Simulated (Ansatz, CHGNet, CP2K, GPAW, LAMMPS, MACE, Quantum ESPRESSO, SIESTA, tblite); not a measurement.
# Running amorphous polyacrylonitrile (as short chains C14N4H18) at 360 K (108 atoms) with SIESTA, part 2 of 2

How do the settings of SIESTA change the result for amorphous polyacrylonitrile (as short chains C14N4H18) at 360 K (108 atoms)? A plane-wave run serves as the yardstick.

Program: SIESTA 5.4.2; the method stands at each step. Banners, paths, timers and routine set-up lines are dropped from the logs unmarked, and long logs keep their key lines alone; longer cuts are marked. The potentials were converted by us to PSML.

So far. Step 2 (PBE, DZP, shift 0.01 Ry, mesh 500 Ry): Forces lie 60 % from the reference's, at 0.96 times its CPU time. Step 3 (PBE, SZP, shift 0.01 Ry, mesh 500 Ry): Against the first run (60 %), the force difference from the reference is 158 %, at 0.80 times the CPU time, with 702 basis functions against 972: the smaller basis costs accuracy.

## Step 4: PBE, DZP, shift 0.02 Ry, mesh 500 Ry

Method: Kohn-Sham DFT, PBE, PseudoDojo 0.4.1 norm-conserving pseudopotentials (converted to PSML), numerical atomic orbitals (DZP), diagonalisation.

File input.fdf:

```
SystemLabel cell
NumberOfAtoms 108
NumberOfSpecies 3
%block ChemicalSpeciesLabel
  1 6 C
  2 7 N
  3 1 H
%endblock ChemicalSpeciesLabel
LatticeConstant 1.0 Ang
%block LatticeVectors
  10.34621 0.00000 0.00000
  0.00000 10.34621 0.00000
  0.00000 0.00000 10.34621
%endblock LatticeVectors
PAO.BasisSize DZP
PAO.EnergyShift 0.02 Ry
XC.Functional GGA
XC.Authors PBE
MeshCutoff 500 Ry
%block kgrid_Monkhorst_Pack
  1 0 0 0.0
  0 1 0 0.0
  0 0 1 0.0
%endblock kgrid_Monkhorst_Pack
SolutionMethod diagon
OccupationFunction FD
ElectronicTemperature 580 K
SCF.Mixer.Method Pulay
SCF.Mixer.Weight 0.15
SCF.Mixer.History 8
SCF.Mix Hamiltonian
MaxSCFIterations 300
SCF.DM.Tolerance 1e-04
SCF.H.Tolerance 1.0e-3 eV
WriteForces T
Write.HirshfeldPop T
Write.VoronoiPop T
Write.DM F
Write.H F
XML.Write F
AtomicCoordinatesFormat Fractional
%block AtomicCoordinatesAndAtomicSpecies
[... 108 atom lines left out: the same atoms as in the first run ...]
%endblock AtomicCoordinatesAndAtomicSpecies
```

Started as:

```console
$ OMP_NUM_THREADS=1 mpirun -np 2 siesta < input.fdf > output.txt
```

The log of the run:

```text
Version         : 5.4.2
reinit: System Name:
reinit: System Label: cell
initatom: Reading input for the pseudopotentials and atomic orbitals ----------
Species number:   1 Atomic number:    6 Label: C
Species number:   2 Atomic number:    7 Label: N
Species number:   3 Atomic number:    1 Label: H
Ground state valence configuration (from tables):   2s02  2p02  3d00  4f00
Ground state valence configuration (from tables):   2s02  2p03  3d00  4f00
Ground state valence configuration (from tables):   1s01  2p00  3d00  4f00
---- Processing specs for species: C
[... lines left out ...]
        iscf     Eharris(eV)        E_KS(eV)     FreeEng(eV)     dDmax    Ef(eV) dHmax(eV)
[... lines left out ...]
SCF Convergence by DM+H criterion
[... lines left out ...]
SCF cycle converged after 12 iterations
[... lines left out ...]
   Max    6.124813
[... lines left out ...]
   Max    6.124813    constrained
Stress tensor Voigt[x,y,z,yz,xz,xy] (kbar):      -52.06      -35.64      -43.37        2.32       -5.85        4.33
[... lines left out ...]
siesta: FreeEng =    -11096.366814
[... lines left out ...]
siesta:         Fermi =      -4.121602
[... lines left out ...]
siesta:    -0.003653    0.001445   -0.027071
siesta: Cell volume =       1107.500338 Ang**3
siesta: Pressure (static):
siesta:                Solid            Molecule  Units
siesta:           0.00029700          0.00052441  Ry/Bohr**3
siesta:           0.02726934          0.04814895  eV/Ang**3
siesta:          43.69029594         77.14312714  kBar
    Orbital volume contribution        =          24.306326 eV
    (Free)E + p_basis*V_orbitals       =      -11072.060488 eV
    (Free)Eharris+ p_basis*V_orbitals  =      -11072.060489 eV
Hirshfeld Atomic Populations:
Atom #   charge [q] valence [e]  Species
     1    -0.053993    4.053993  C
     2    -0.012373    4.012373  C
     3     0.061853    3.938147  C
[...]
5    -0.136406    5.136406  N
[...]
9    -0.166603    5.166603  N
[...]
13    -0.144447    5.144447  N
[...]
19     0.006729    0.993271  H
    20     0.016087    0.983913  H
    21    -0.002401    1.002401  H
[...]
--------------------
 Total    -0.000022
Voronoi Atomic Populations:
Atom #   charge [q] valence [e]  Species
[...]
85    -0.140000    5.140000  N
[...]
88     0.055780    3.944220  C
    89    -0.160222    5.160222  N
    90     0.042335    3.957665  C
[...]
107    -0.001771    1.001771  H
   108     0.006912    0.993088  H
--------------------
 Total    -0.000022
```

Wall time 74 s (2 MPI ranks of Arm Neoverse V2, shared host); peak memory 1.4 GiB.

Compared with the plane-wave run:

```
r.m.s. force component                           : 1.478 eV/Å
r.m.s. difference of force components            : 552.2 meV/Å
longest difference of force vectors              : 2530 meV/Å
force difference over r.m.s. force               : 45.71 %
slope of forces against the reference's          : 1.144
correlation of force components                  : 0.935
gap (highest filled to lowest empty level) : 6.136 eV
gap difference                                   : 0.2486 eV
pressure                                         : 4.369 GPa
pressure difference                              : 1.149 GPa
```

This run lies far from the reference in forces at the same functional.

Against the first run (60 %), the force difference from the reference is 46 %, at 0.71 times the CPU time: tighter orbitals come nearer here, likely by a cancellation of errors.

The difference per atom is largest on N (2.0 eV/Å on average, against 0.70 on C).

## Step 5: PBE, DZ, shift 0.01 Ry, mesh 500 Ry

Method: Kohn-Sham DFT, PBE, PseudoDojo 0.4.1 norm-conserving pseudopotentials (converted to PSML), numerical atomic orbitals (DZ), diagonalisation.

input.fdf, as its differences from that of step 4:

```diff
@@ -14,4 +14,4 @@
 %endblock LatticeVectors
-PAO.BasisSize DZP
-PAO.EnergyShift 0.02 Ry
+PAO.BasisSize DZ
+PAO.EnergyShift 0.01 Ry
 XC.Functional GGA
```

The log of the run:

```text
Version         : 5.4.2
reinit: System Name:
reinit: System Label: cell
initatom: Reading input for the pseudopotentials and atomic orbitals ----------
Species number:   1 Atomic number:    6 Label: C
Species number:   2 Atomic number:    7 Label: N
Species number:   3 Atomic number:    1 Label: H
Ground state valence configuration (from tables):   2s02  2p02  3d00  4f00
Ground state valence configuration (from tables):   2s02  2p03  3d00  4f00
Ground state valence configuration (from tables):   1s01  2p00  3d00  4f00
---- Processing specs for species: C
GGA--PBE XC_GGA_X_PBE--XC_GGA_C_PBE pb
---- Processing specs for species: N
GGA--PBE XC_GGA_X_PBE--XC_GGA_C_PBE pb
---- Processing specs for species: H
GGA--PBE XC_GGA_X_PBE--XC_GGA_C_PBE pb
[... lines left out ...]
stepf: Fermi-Dirac step function
        iscf     Eharris(eV)        E_KS(eV)     FreeEng(eV)     dDmax    Ef(eV) dHmax(eV)
[... lines left out ...]
SCF Convergence by DM+H criterion
[... lines left out ...]
SCF cycle converged after 12 iterations
[... lines left out ...]
   Max    6.864372
[... lines left out ...]
   Max    6.864372    constrained
Stress tensor Voigt[x,y,z,yz,xz,xy] (kbar):      -80.94      -64.83      -79.28        4.98       -7.04        2.39
[... lines left out ...]
siesta: FreeEng =    -11082.843202
siesta: Final energy (eV):
siesta:  Band Struct. =   -3782.891663
siesta:       Kinetic =    7799.514468
siesta:       Hartree =    5908.775767
siesta:         Exch. =   -3624.605360
siesta:         Corr. =    -317.764822
siesta:   Exch.-corr. =   -3942.370182
siesta:  Ion-electron =  -18979.493447
siesta:       Ion-ion =   -1869.269808
siesta:         Total =  -11082.843202
siesta:         Fermi =      -3.236028
siesta: Stress tensor (static) (eV/Ang**3):
siesta:    -0.050516    0.001494   -0.004394
siesta:     0.001494   -0.040465    0.003110
siesta:    -0.004394    0.003109   -0.049483
siesta: Cell volume =       1107.500338 Ang**3
siesta: Pressure (static):
siesta:                Solid            Molecule  Units
siesta:           0.00050995          0.00082454  Ry/Bohr**3
siesta:           0.04682143          0.07570561  eV/Ang**3
siesta:          75.01620586        121.29376191  kBar
    Orbital volume contribution        =          20.603274 eV
    (Free)E + p_basis*V_orbitals       =      -11062.239928 eV
    (Free)Eharris+ p_basis*V_orbitals  =      -11062.239929 eV
Hirshfeld Atomic Populations:
Atom #   charge [q] valence [e]  Species
     1    -0.073244    4.073244  C
     2    -0.025891    4.025891  C
     3     0.050970    3.949030  C
[...]
5    -0.148252    5.148252  N
[...]
9    -0.180637    5.180637  N
[...]
13    -0.154786    5.154786  N
[...]
19     0.014014    0.985986  H
    20     0.019064    0.980936  H
    21     0.004300    0.995700  H
[...]
--------------------
 Total     0.000001
Voronoi Atomic Populations:
Atom #   charge [q] valence [e]  Species
[...]
85    -0.153105    5.153105  N
[...]
88     0.056245    3.943755  C
    89    -0.173266    5.173266  N
    90    -0.027535    4.027535  C
[...]
107     0.022574    0.977426  H
   108     0.031624    0.968376  H
--------------------
 Total     0.000001
```

Elapsed: 45 s, on 2 MPI ranks; peak memory 1.1 GiB.

Compared with the plane-wave run:

| Item | Value |
| --- | --- |
| r.m.s. force component | 1.676 eV/Å |
| r.m.s. difference of force components | 892.8 meV/Å |
| longest difference of force vectors | 4003 meV/Å |
| force difference over r.m.s. force | 73.9 % |
| slope of forces against the reference's | 1.189 |
| correlation of force components | 0.8572 |
| gap (highest filled to lowest empty level) | 6.336 eV |
| gap difference | 0.4482 eV |
| pressure | 7.502 GPa |
| pressure difference | 4.282 GPa |

This is a coarse setting, run to see what it loses.

Against the first run (60 %), the force difference from the reference is 74 %, at 0.43 times the CPU time, with 540 basis functions against 972: the smaller basis costs accuracy.

The difference per atom is largest on N (3.4 eV/Å on average, against 1.1 on C).

## Step 6: The ladder

Differences are against the plane-wave reference, forces as r.m.s. over components; share is that over the reference's r.m.s. force, slope the least-squares factor from reference forces to these. Total energies of different programs have different zeros and aren't compared.

| run | Δ force, r.m.s. (meV/Å) | share (%) | slope | Δ pressure (GPa) | Δ gap (eV) | cores | CPU time | memory (GiB) |
| --- | --- | --- | --- | --- | --- | --- | --- | --- |
| reference | - | - | - | - | - | 2 | 3.6 min | 2.3 |
| SIESTA PBE, DZP, shift 0.01 Ry, mesh 500 Ry | 723 | 59.8 | 1.170 | 3.86 | 0.148 | 2 | 3.5 min | 1.7 |
| SIESTA PBE, SZP, shift 0.01 Ry, mesh 500 Ry (coarse) | 1914 | 158 | 1.361 | 10.1 | 0.335 | 2 | 2.8 min | 1.6 |
| SIESTA PBE, DZP, shift 0.02 Ry, mesh 500 Ry | 552 | 45.7 | 1.144 | 1.15 | 0.249 | 2 | 2.5 min | 1.4 |
| SIESTA PBE, DZ, shift 0.01 Ry, mesh 500 Ry (coarse) | 893 | 73.9 | 1.189 | 4.28 | 0.448 | 2 | 90 s | 1.1 |

Rows marked coarse were listed beforehand as settings not expected to be converged; some can still land near the reference.

CPU time is summed over cores on a shared host, where runs went side by side, so it is rough. Symmetry, cutoffs, thresholds, outputs and thread counts weren't matched or tuned between programs; memory under MPI is the largest rank's times the ranks.

## Step 7: Results

| Property | Result |
| --- | --- |
| nearest in forces | SIESTA PBE, DZP, shift 0.02 Ry, mesh 500 Ry, 46 % |
| its CPU time | 2.5 min |

In words: The PBE runs in local orbitals, coarse settings apart, differ by 46 % (SIESTA PBE, DZP, shift 0.02 Ry, mesh 500 Ry) to 60 % (SIESTA PBE, DZP, shift 0.01 Ry, mesh 500 Ry); basis, grid and potentials can all enter, and differences of this size make the forces unusable. Runs with settings chosen to be coarse differ by 74 % (SIESTA PBE, DZ, shift 0.01 Ry, mesh 500 Ry) to 158 % (SIESTA PBE, SZP, shift 0.01 Ry, mesh 500 Ry), their programs' other errors included. One electronic-structure run takes under half the reference's CPU time: SIESTA PBE, DZ, shift 0.01 Ry, mesh 500 Ry, at 74 % in 90 s against 3.6 min, too far off to be of use; its pressure misses by +4.3 GPa. At the same functional, gaps differ from the reference's 5.89 eV by between +0.15 and +0.45 eV. In pressure, SIESTA PBE, SZP, shift 0.01 Ry, mesh 500 Ry misses by +10.1 GPa, at the same functional. The reference's pressure holds the uncorrected Pulay stress of its 60 Ry basis, so small pressure differences, and their order, may be the reference's own error. The network of contacts between molecules at the start is that of the classical potential that made the cell, and needn't be the one that DFT or experiment would give. The reference's PBE has no dispersion term, which matters for the binding between molecules or layers. The density was typed from a rule of thumb and may lie off the real one at this temperature. The electronic-structure runs sample only Γ, in a cell whose shortest periodic width is 10 Å.

[Also dropped from logs without a mark: logging warnings of Python, and SIESTA's first energy breakdown and zero terms.]

[Logs are printed without paths, hosts, clocks, repeated set-up lines and the standing remarks that a program may print on its own settings, such as how far it seeks lower states.]

[Hosts, paths, dates, database ids (printed as entryN), source tags and the programs' standing remarks are cut or masked in the printed files.]
